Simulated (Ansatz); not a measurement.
# Optical response of TaCuP2 (model structure), part 2 of 2

What colour and refractive index does TaCuP2 (model structure) have at this level of theory? The structure is a model built here, which may or may not match a known phase. It was built so: All N replaced by P in the R-3m structure of TaCuN2.

Ansatz 0.2.0; DFT, PBE, plane-wave PAW, default files, scalar-relativistic, independent-particle optical response without local fields.

So far: Set-up; Relaxation. The relaxed cell has a = 3.216, c = 23.496 Å (conventional setting).

## Step 3: Ground state and bands

First the ground state: is it a metal or has it a gap?

This step: DFT, PBE, plane-wave PAW, default files, scalar-relativistic, ground state (Ansatz 0.2.0).

Contents of input.yaml:

```yaml
crystal:
  lattice:
    - [1.6077933216, 0.928259907, 7.8319808833]
    - [-1.6077933216, 0.928259907, 7.8319808833]
    - [0.0, -1.856519814, 7.8319808833]
  atoms:
    - { symbol: Ta, position: [0.5, 0.5, 0.5] }
    - { symbol: Cu, position: [0.0, 0.0, 0.0] }
    - { symbol: P, position: [0.9058275527, 0.9058275527, 0.9058275527] }
    - { symbol: P, position: [0.0941724473, 0.0941724473, 0.0941724473] }
kpoints:
  mp_grid: { grid: [8, 8, 8] }
  band_path:
    path:
      - [[0.0, 0.0, 0.0], [0.5, 0.0, 0.0], [0.5, 0.1760316, -0.1760316]]
      - [[0.8239684, 0.5, 0.1760316], [0.5, 0.5, 0.5], [0.0, 0.0, 0.0], [0.3380158, 0.0, -0.3380158]]
      - [[0.6619842, 0.3380158, 0.0], [0.5, 0.5, 0.0], [0.6619842, 0.6619842, 0.1760316], [0.5, 0.5, 0.5]]
      - [[0.5, 0.0, 0.0], [0.8239684, 0.3380158, 0.3380158]]
    npoints: 6
scf:
  occupations: { method: fermi_dirac, width: 0.05 }
  n_extra_bands: 8
hamiltonian:
  xc: pbe
  pseudopotentials: { kind: paw }
output:
  forces: true
  stress: true
  populations: true
  write_bands: true
  write_density: true
  write_potential: true
  elf: true
  volumetric_format: npy
```

Run with:

```
> ansatz run input.yaml --threads 4 --pin off --max-ram 8192MiB --backend cpu --events-out ev --progress --plain --runs-dir out
```

Numbers of over 12 decimals in the logs are rounded to 6 here.

What it wrote:

```text
[...]
Crystal: 4 atoms, lattice volume = 70.133 Å³
Basis set: ecut = 420 eV, 1413 PW (Γ), FFT grids on a1−a2, a2, −a2+a3, exchange–correlation on 48×108×48 points (8 copies of the dense FFT grid, shifted against one another)
Bands: 29, of which v1, the nominal top of the filled ones, is band 21 counted from 1 (20 counted from 0)
Symmetry: 12 space group operations
[...]
k-points: 65 of 512
[...]
SCF iter   1: F=—  HF=-18069.734883 eV  |F-HF|=—  |Δ(HF+E_count)|=         —  Δρ=3.85e-3  dr2=7.62e-3  ethr=1.77e-3  ⟨swp⟩=6.2  Hψ=8813  notcnv=0  defer=8
[...]
SCF iter   8: F=-18069.734453 eV  HF=-18069.734453 eV  |F-HF|=7.77e-9  |Δ(HF+E_count)|=   5.31e-9  Δρ=3.90e-6  dr2=1.51e-8  ethr=2.38e-10  ⟨swp⟩=13.8  Hψ=12701  notcnv=0
SCF 1 converged in 8 iterations: F = -18069.734453 eV  dr2 = 1.51e-8
[...]
NSCF: frozen V_eff on 58 k-points
SCF converged after 8 iterations
Free energy (F): -18069.734453 eV
[...]
Internal energy: -18069.722979 eV  (E = F + TS)
E sigma→0 (E₀):  -18069.728716 eV
Entropy (-TS):   -0.011474 eV (-2.868 meV/atom)
Fermi energy:    11.391329 eV
[...]
--- Forces (eV/Å), atoms counted from 1 ---
  atom   1  Ta     0.00000000     0.00000000    -0.00000000
  atom   2  Cu    -0.00000000    -0.00000000    -0.00000000
  atom   3  P      0.00000000    -0.00000000     0.02793423
  atom   4  P     -0.00000000     0.00000000    -0.02793423
  max |Σ_I F_I| component: 9.25e-18 eV/Å
--- Stress (GPa, compression-positive) ---
       -0.192671      -0.000000      -0.000000
       -0.000000      -0.192671      -0.000000
       -0.000000      -0.000000       0.256106
  P = ⅓ Tr σ = -0.0431 GPa (-0.431 kbar)
--- Band table (eV; the first three rows and the last of 65) ---
  k-point 0: bands = [... 17 lower, 9.3069, 9.8350, 9.8350, 12.5730, 12.5730, 13.6036, 13.6036, 15.4262, ... 4 higher]
  k-point 1: bands = [... 17 lower, 9.5467, 9.9035, 10.0141, 11.3894, 11.8882, 13.3496, 14.1922, 15.6853, ... 4 higher]
  k-point 2: bands = [... 17 lower, 9.2232, 9.9985, 10.0600, 10.3121, 11.5777, 12.5923, 14.5771, 15.8647, ... 4 higher]
  k-point 64: bands = [... 17 lower, 9.7351, 9.7351, 11.0712, 12.5552, 12.5552, 13.8776, 13.8776, 14.7358, ... 4 higher]
--- Löwdin populations: 4 sites ---
  site symbol       q [e]
     0     Ta     12.7541
     1     Cu     18.6267
     2      P      5.1771
     3      P      5.1771
  spilling = 0.006308 (of n_electrons = 42.000000)
```

Elapsed: 1.3 s, on 4 threads of AMD EPYC 9R45, shared host; peak memory 0.53 GiB.

In the SCF lines HF is the Harris–Foulkes energy and dr2 the Hartree energy of the density residual, in eV; the loop may stop once dr2 is under the threshold and the program's other checks hold. Hψ counts applications of the Hamiltonian.

This step gave:

```
free energy         : -18069.7345 eV
Fermi energy        : 11.39 eV
electrons           : 42
symmetry operations : 12
pressure            : -0.04308 GPa
volume              : 70.13 Å³
gap on the path     : 0 eV
```

There are states at the Fermi level within the smearing, so the occupations stay smeared and the carriers get a Drude term. The cell is left with a pressure of 0.0 GPa and forces up to 0.03 eV/Å after its relaxation.

The electronic bands at the labelled points (eV, zero at the Fermi level; # counts the bands kept):

| point | #10 | #11 | #12 | #13 | #14 | #15 | #16 | #17 |
| --- | --- | --- | --- | --- | --- | --- | --- | --- |
| Γ | -2.08 | -1.56 | -1.56 | 1.18 | 1.18 | 2.21 | 2.21 | 4.04 |
| halfway | -2.17 | -1.39 | -1.33 | -1.08 | 0.19 | 1.20 | 3.19 | 4.47 |
| L | -1.95 | -1.94 | -1.38 | -1.05 | 0.73 | 0.95 | 4.01 | 4.13 |
| halfway | -2.15 | -2.02 | -1.85 | -1.06 | 0.35 | 2.07 | 2.72 | 3.33 |
| B1 | -2.37 | -2.34 | -1.86 | -1.28 | 1.37 | 1.63 | 3.10 | 3.54 |
| jump to B | -2.37 | -2.34 | -1.86 | -1.28 | 1.37 | 1.63 | 3.10 | 3.54 |
| halfway | -2.14 | -2.00 | -1.35 | -0.83 | 0.61 | 1.15 | 3.28 | 3.52 |
| Z | -1.66 | -1.66 | -0.32 | 1.16 | 1.16 | 2.49 | 2.49 | 3.34 |
| halfway | -1.61 | -1.61 | -0.95 | 1.17 | 1.17 | 2.34 | 2.34 | 3.69 |
| Γ | -2.08 | -1.56 | -1.56 | 1.18 | 1.18 | 2.21 | 2.21 | 4.04 |
| halfway | -2.31 | -2.02 | -1.28 | -0.73 | -0.42 | 1.82 | 2.50 | 3.81 |
| X | -2.37 | -2.33 | -1.86 | -1.27 | 1.38 | 1.64 | 3.09 | 3.26 |
| jump to Q | -2.37 | -2.33 | -1.86 | -1.27 | 1.38 | 1.64 | 3.09 | 3.26 |
| halfway | -2.33 | -2.10 | -1.69 | -1.29 | 0.46 | 1.96 | 3.58 | 3.94 |
| F | -2.00 | -1.95 | -1.64 | -0.81 | 0.37 | 1.66 | 3.88 | 4.01 |
| halfway | -1.95 | -1.87 | -1.66 | -0.82 | 0.40 | 1.60 | 3.94 | 4.01 |
| P1 | -1.95 | -1.72 | -1.69 | -0.88 | 0.47 | 1.46 | 4.00 | 4.06 |
| halfway | -2.18 | -1.69 | -1.34 | -0.31 | 0.22 | 1.79 | 2.89 | 3.09 |
| Z | -1.66 | -1.66 | -0.32 | 1.16 | 1.16 | 2.49 | 2.49 | 3.34 |
| jump to L | -1.95 | -1.94 | -1.38 | -1.05 | 0.73 | 0.95 | 4.01 | 4.13 |
| halfway | -1.95 | -1.86 | -1.46 | -0.98 | 0.64 | 1.11 | 4.01 | 4.14 |
| P | -1.95 | -1.72 | -1.69 | -0.88 | 0.47 | 1.46 | 4.00 | 4.06 |

ELF in the ac plane of the cell as run, not the conventional one, at fractional y = 0.000, with atoms of Cu within 0.2 Å of it. It is the smooth field of the valence electrons, not physical close to the nuclei.

Values, 12 rows by 16 columns, each cell a mean:
```
0.63 0.55 0.29 0.66 0.71 0.67 0.75 0.56 0.34 0.39 0.65 0.65 0.25 0.58 0.67 0.32
0.37 0.35 0.36 0.22 0.48 0.72 0.71 0.70 0.50 0.28 0.31 0.57 0.63 0.18 0.36 0.75
0.75 0.50 0.22 0.22 0.19 0.31 0.50 0.54 0.52 0.36 0.22 0.23 0.46 0.66 0.37 0.30
0.56 0.75 0.59 0.24 0.17 0.16 0.19 0.23 0.25 0.28 0.25 0.20 0.20 0.37 0.65 0.65
0.73 0.74 0.71 0.53 0.24 0.16 0.15 0.12 0.09 0.10 0.19 0.28 0.29 0.25 0.32 0.55
0.43 0.60 0.68 0.57 0.34 0.15 0.12 0.11 0.10 0.08 0.12 0.29 0.48 0.50 0.39 0.33
0.39 0.32 0.39 0.46 0.36 0.17 0.08 0.09 0.11 0.13 0.14 0.25 0.50 0.67 0.71 0.58
0.70 0.47 0.27 0.23 0.26 0.24 0.16 0.11 0.12 0.15 0.15 0.18 0.36 0.67 0.73 0.73
0.46 0.67 0.57 0.29 0.19 0.22 0.30 0.33 0.31 0.27 0.18 0.18 0.18 0.34 0.72 0.65
0.62 0.18 0.48 0.64 0.37 0.22 0.28 0.49 0.60 0.60 0.51 0.24 0.21 0.24 0.27 0.66
0.52 0.71 0.20 0.35 0.69 0.47 0.28 0.37 0.63 0.74 0.72 0.71 0.36 0.27 0.48 0.32
0.51 0.38 0.75 0.44 0.42 0.73 0.55 0.34 0.42 0.68 0.73 0.57 0.75 0.51 0.33 0.73
```
Atoms in or near the plane, at fractional coordinates: Cu at (0.00, 0.00).

Valence density in the ac plane of the cell as run, not the conventional one, at fractional y = 0.000, with atoms of Cu within 0.2 Å of it. It is the smooth field of the valence electrons, not physical close to the nuclei.

Values in e/Å³, 12 rows by 16 columns, each cell a mean:
```
33 23  2  1  1  1  1  0  0  0  0  1  0  1  1  5
 1  9  9  1  0  0  0  0  0  0  0  0  1  0  0  1
 1  1  1  2  1  0  0  0  0  0  0  0  0  1  1  0
 1  1  0  0  0  0  0  0  0  0  0  0  0  0  0  1
 1  1  0  0  0  0  0  0  0  0  0  0  0  0  0  0
 0  0  0  0  0  0  0  0  0  0  0  0  0  0  0  0
 0  0  0  0  0  0  0  0  0  0  0  0  0  0  0  0
 1  0  0  0  0  0  0  0  0  0  0  0  0  0  1  1
 1  1  0  0  0  0  0  0  0  0  0  0  1  0  0  1
 1  0  1  1  0  0  0  0  0  0  0  0  2  3  1  1
 1  1  0  1  1  0  0  0  0  0  0  0  1  5 16  7
23  2  1  1  1  1  0  0  0  0  1  1  1  1  7 40
```
Atoms in or near the plane, at fractional coordinates: Cu at (0.00, 0.00).

## Step 4: Spectrum

The spectrum is a sum over vertical transitions between filled and empty bands at the fixed density, so many empty bands are needed.

This step: DFT, PBE, plane-wave PAW, default files, scalar-relativistic, independent-particle optical response without local fields (Ansatz 0.2.0).

input.yaml, the sections that differ from step 3:

```yaml
kpoints:
  mp_grid: { grid: [11, 11, 11] }
scf:
  occupations: { method: fermi_dirac, width: 0.05 }
output:
  optics:
    e_range: [0, 22]
    de: 0.05
    sigma: 0.1
    drude_damping: 0.1
    nscf_kmesh: { grid: [16, 16, 16] }
    bands: { spectra_wanted_up_to: 22 }
# crystal, hamiltonian: as in step 3
```

What it wrote:

```text
[...]
Crystal: 4 atoms, lattice volume = 70.133 Å³
Basis set: ecut = 420 eV, 1413 PW (Γ), FFT grids on a1−a3, a2−a3, a3
Bands: 26, of which v1, the nominal top of the filled ones, is band 21 counted from 1 (20 counted from 0)
Symmetry: 12 space group operations
[...]
k-points: 146 of 1331
[...]
SCF iter   1: F=—  HF=-18069.738945 eV  |F-HF|=—  |Δ(HF+E_count)|=         —  Δρ=3.74e-3  dr2=7.56e-3  ethr=1.77e-3  ⟨swp⟩=6.4  Hψ=17953  notcnv=0
[...]
SCF iter  11: F=-18069.738642 eV  HF=-18069.738642 eV  |F-HF|=3.64e-12  |Δ(HF+E_count)|=  2.91e-11  Δρ=6.40e-8  dr2=3.12e-12  ethr=1.00e-12  ⟨swp⟩=4.0  Hψ=11592  notcnv=0
SCF 1 converged in 11 iterations: F = -18069.738642 eV  dr2 = 3.12e-12
[...]
output.optics: what the bands over the 65 summed would add to eps1, eps2 and the energy-loss function is held between a lower and an upper bound (8 Lanczos steps). eps1, eps2 and their loss function (loss_summed_bands) are given on every row as the summed bands alone make them. Along an axis, on a row where the two bounds hold the loss function to about 1 % of the greater of itself and 0.5 % of |1/eps|, its cell (loss_completed) is given, with the completed eps1 and eps2 that it is formed of (a cell that is left empty reads nan in the table and null in the record). The two bounds hold it so along every axis on all 440 rows up to 22.000 eV. [rest of the remark cut]
SCF converged after 11 iterations
Free energy (F): -18069.738642 eV
[...]
Internal energy: -18069.729832 eV  (E = F + TS)
E sigma→0 (E₀):  -18069.734237 eV
Entropy (-TS):   -0.008810 eV (-2.203 meV/atom)
Fermi energy:    11.379829 eV
[...]
--- Band table (eV; the first three rows and the last of 146) ---
  k-point 0: bands = [... 17 lower, 9.3080, 9.8383, 9.8383, 12.5757, 12.5757, 13.6041, 13.6041, 15.4256, ... 1 higher]
  k-point 1: bands = [... 17 lower, 9.4555, 9.8951, 9.9417, 11.8744, 12.1209, 13.4747, 14.0068, 15.5931, ... 1 higher]
  k-point 2: bands = [... 17 lower, 9.5271, 9.9923, 10.1183, 10.5998, 11.6099, 13.0268, 14.4188, 15.8217, ... 1 higher]
  k-point 145: bands = [... 17 lower, 9.5022, 9.8410, 11.0479, 11.9623, 12.1788, 13.7876, 14.1889, 14.8405, ... 1 higher]
```

Elapsed: 2.3 min, on 4 threads; peak memory 4.9 GiB; 9 min of CPU time.

This step gave:

* main peak of the optical conductivity above 1 eV, first axis: 1.475 eV
* Drude plasma energy, first axis: 3.412 eV
* bands summed: 65
* spectra valid up to: 31.37 eV
* program's estimate of the k-sum error in Im epsilon: 0.1 %
* electrons in the f-sum: 25.37

The Im ε has structure finer than the step of the table below, so its rows give means over 1 eV, whole bins alone (the curve runs from 0.3 to 22 eV). Peaks (eV: height): E ∥ x or y 1.4: 45.0; E ∥ z 2.0: 22.0, 2.9: 20.5, 6.0: 13.5.

The Im ε by photon energy; means over each step:

| photon energy (eV) | E ∥ x or y | E ∥ z |
| --- | --- | --- |
| 1 | 27.5 | 8.09 |
| 2 | 26.9 | 15.8 |
| 3 | 13.4 | 17.5 |
| 4 | 8.12 | 16.0 |
| 5 | 8.15 | 10.7 |
| 6 | 6.83 | 11.8 |
| 7 | 4.83 | 10.2 |
| 8 | 5.03 | 7.03 |
| 9 | 4.38 | 3.53 |
| 10 | 2.83 | 2.09 |
| 11 | 2.51 | 1.56 |
| 12 | 1.83 | 1.32 |
| 13 | 1.51 | 1.05 |
| 14 | 1.24 | 0.855 |
| 15 | 0.917 | 0.607 |
| 16 | 0.632 | 0.470 |
| 17 | 0.530 | 0.326 |
| 18 | 0.441 | 0.277 |
| 19 | 0.326 | 0.243 |
| 20 | 0.257 | 0.194 |
| 21 | 0.227 | 0.177 |

Table of Re ε by photon energy:

| photon energy (eV) | E ∥ x or y | E ∥ z |
| --- | --- | --- |
| 1 | 17.8 | 12.6 |
| 2 | -1.93 | 17.7 |
| 3 | -3.28 | 7.21 |
| 4 | -1.00 | 2.68 |
| 5 | 0.355 | 1.00 |
| 6 | -1.04 | -0.228 |
| 7 | -1.35 | -2.50 |
| 8 | -1.12 | -5.88 |
| 9 | -1.81 | -4.76 |
| 10 | -1.64 | -3.37 |
| 11 | -1.70 | -2.11 |
| 12 | -1.37 | -1.72 |
| 13 | -1.02 | -1.46 |
| 14 | -0.859 | -1.09 |
| 15 | -0.859 | -0.837 |
| 16 | -0.528 | -0.684 |
| 17 | -0.306 | -0.361 |
| 18 | -0.220 | -0.144 |
| 19 | -0.0280 | -0.0258 |
| 20 | 0.123 | 0.112 |
| 21 | 0.234 | 0.262 |
| 22 | 0.353 | 0.332 |

Values under 1 per cm are given as 1. Absorption coefficient against photon energy:

| photon energy (eV) | E ∥ x or y (1/cm) | E ∥ z (1/cm) |
| --- | --- | --- |
| 1.00 | 2.5e5 | 90477 |
| 2.00 | 7.7e5 | 4.6e5 |
| 3.00 | 8.9e5 | 7.5e5 |
| 4.00 | 8.6e5 | 1.1e6 |
| 5.00 | 1.0e6 | 1.1e6 |
| 6.00 | 1.2e6 | 1.6e6 |
| 7.00 | 1.2e6 | 1.8e6 |
| 8.00 | 1.5e6 | 2.2e6 |
| 9.00 | 1.7e6 | 2.1e6 |
| 10.00 | 1.6e6 | 1.9e6 |
| 11.00 | 1.7e6 | 1.7e6 |
| 12.00 | 1.6e6 | 1.7e6 |
| 13.00 | 1.6e6 | 1.7e6 |
| 14.00 | 1.5e6 | 1.6e6 |
| 15.00 | 1.6e6 | 1.5e6 |
| 16.00 | 1.3e6 | 1.4e6 |
| 17.00 | 1.2e6 | 1.1e6 |
| 18.00 | 1.1e6 | 8.8e5 |
| 19.00 | 8.2e5 | 7.2e5 |
| 20.00 | 5.8e5 | 4.8e5 |
| 21.00 | 4.6e5 | 3.5e5 |
| 22.00 | 3.8e5 | 3.9e5 |

The reflectivity at normal incidence by photon energy; read off at these points:

| photon energy (eV) | E ∥ x or y (%) | E ∥ z (%) |
| --- | --- | --- |
| 0.50 | 69.1 | 50.9 |
| 1.00 | 51.7 | 35.0 |
| 1.50 | 63.1 | 42.4 |
| 2.00 | 59.7 | 50.6 |
| 2.50 | 57.1 | 43.5 |
| 3.00 | 52.7 | 47.4 |
| 3.50 | 47.1 | 47.3 |
| 4.00 | 41.3 | 48.9 |
| 4.50 | 37.0 | 46.5 |
| 5.00 | 38.4 | 40.5 |
| 5.50 | 40.3 | 41.0 |
| 6.00 | 40.2 | 47.5 |
| 6.35 | 43.5 | 47.9 |
| 6.50 | 41.4 | 44.3 |
| 7.00 | 37.4 | 48.2 |
| 7.50 | 31.3 | 53.5 |
| 8.00 | 37.1 | 60.4 |
| 8.50 | 36.5 | 61.8 |
| 9.00 | 40.7 | 64.8 |
| 9.50 | 46.1 | 63.5 |
| 10.00 | 40.6 | 63.9 |
| 10.35 | 40.4 | 65.5 |
| 10.50 | 37.8 | 64.2 |
| 11.00 | 41.8 | 56.1 |
| 11.10 | 42.8 | 55.1 |
| 11.50 | 41.6 | 54.4 |
| 12.00 | 41.9 | 55.0 |
| 12.50 | 39.9 | 51.6 |
| 13.00 | 37.4 | 54.8 |
| 13.50 | 39.7 | 50.5 |
| 14.00 | 37.4 | 51.3 |
| 14.50 | 38.7 | 53.8 |
| 15.00 | 43.1 | 53.3 |
| 15.30 | 45.4 | 50.4 |
| 15.50 | 43.2 | 51.4 |
| 16.00 | 41.6 | 54.5 |
| 16.50 | 36.3 | 51.4 |
| 17.00 | 34.7 | 50.6 |
| 17.50 | 31.4 | 46.1 |
| 18.00 | 33.8 | 38.0 |
| 18.50 | 30.4 | 35.4 |
| 19.00 | 26.0 | 29.9 |
| 19.50 | 22.8 | 24.9 |
| 20.00 | 17.4 | 19.8 |
| 20.50 | 13.5 | 14.4 |
| 21.00 | 11.2 | 10.1 |
| 21.50 | 8.69 | 8.01 |
| 22.00 | 6.61 | 7.29 |

Loss function −Im 1/ε at q → 0 against energy loss; read off at these points:

| energy loss (eV) | E ∥ x or y | E ∥ z |
| --- | --- | --- |
| 1.0 | 0.0270 | 0.0323 |
| 2.0 | 0.0368 | 0.0276 |
| 3.0 | 0.0701 | 0.0477 |
| 4.0 | 0.124 | 0.0563 |
| 5.0 | 0.119 | 0.0982 |
| 6.0 | 0.136 | 0.0742 |
| 7.0 | 0.208 | 0.0941 |
| 8.0 | 0.183 | 0.0845 |
| 9.0 | 0.190 | 0.0990 |
| 10.0 | 0.265 | 0.133 |
| 11.0 | 0.268 | 0.227 |
| 12.0 | 0.351 | 0.277 |
| 13.0 | 0.445 | 0.322 |
| 14.0 | 0.543 | 0.444 |
| 15.0 | 0.580 | 0.565 |
| 16.0 | 0.937 | 0.682 |
| 17.0 | 1.41 | 1.37 |
| 18.0 | 1.82 | 2.79 |
| 19.0 | 2.97 | 3.90 |
| 19.4 | 3.47 | 4.61 |
| 19.6 | 3.52 | 4.29 |
| 20.0 | 3.14 | 3.87 |
| 21.0 | 2.13 | 1.77 |
| 22.0 | 1.24 | 1.37 |

At chosen wavelengths:

| wavelength (nm) | n xy | k xy | R (%) xy | 1/α xy | n z | k z | R (%) z | 1/α z |
| --- | --- | --- | --- | --- | --- | --- | --- | --- |
| 1064 | 5.27 | 2.160 | 52.0 | 39 nm | 4.07 | 0.628 | 37.6 | 135 nm |
| 532 | 3.00 | 3.512 | 57.6 | 12 nm | 3.96 | 2.201 | 46.2 | 19 nm |
| 450 | 2.50 | 3.044 | 53.5 | 12 nm | 4.27 | 2.193 | 47.6 | 16 nm |
| 405 | 2.28 | 2.895 | 52.3 | 11 nm | 3.60 | 2.401 | 46.5 | 13 nm |
| 365 | 1.85 | 2.614 | 50.5 | 11 nm | 3.57 | 2.470 | 47.1 | 12 nm |
| 248 | 2.09 | 2.007 | 38.4 | 9.8 nm | 2.36 | 2.137 | 40.5 | 9.2 nm |
| 193 | 1.44 | 2.032 | 42.8 | 7.6 nm | 1.99 | 2.374 | 45.4 | 6.5 nm |

In reflection the computed colour is light grey: x = 0.319, y = 0.334, luminous reflectivity 54 %.

## Step 5: Summary of results

```yaml
gap_on_the_path: 0 eV
main_peak_of_the_optical_conductivity_above_1_ev_first_axis: 1.47 eV
drude_plasma_energy_first_axis: 3.41 eV
```

**Reading.** At this level (PBE, independent particles) TaCuP2 is a metal with a Drude plasma energy of 3.4 eV along x, 3.4 eV along y and 2.5 eV along z; it reflects 57 % at 550 nm for E ∥ x. The cell shrank by 5.9 % in volume. Along x the bare Drude plasma energy is 3.4 eV; Re ε first rises through zero at 0.61 eV, far lower, because interband transitions screen the carriers. Im ε is 25 there, so the loss peak at that energy is weak. In reflection the computed colour is light grey: x = 0.319, y = 0.334, luminous reflectivity 54 %. In the base run ε includes the program's bounded estimate of what the bands above those summed add. The carriers' damping of 0.1 eV is typed, not computed; at 0.8 eV the carriers give 11 % of Im ε along the first axis; the rest comes from the sum over bands, which at low energy also holds close bands and the noise of the mesh. Spin-orbit coupling is left out although heavy atoms are present. The Fermi-Dirac width of 0.05 eV acts as an electron temperature of 580 K in the carriers' term.

[Logs are printed without paths, hosts, clocks, repeated set-up lines and the standing remarks that a program may print on its own settings, such as how far it seeks lower states.]

[Hosts, paths, dates, database ids (printed as entryN), source tags and the programs' standing remarks are cut or masked in the printed files.]
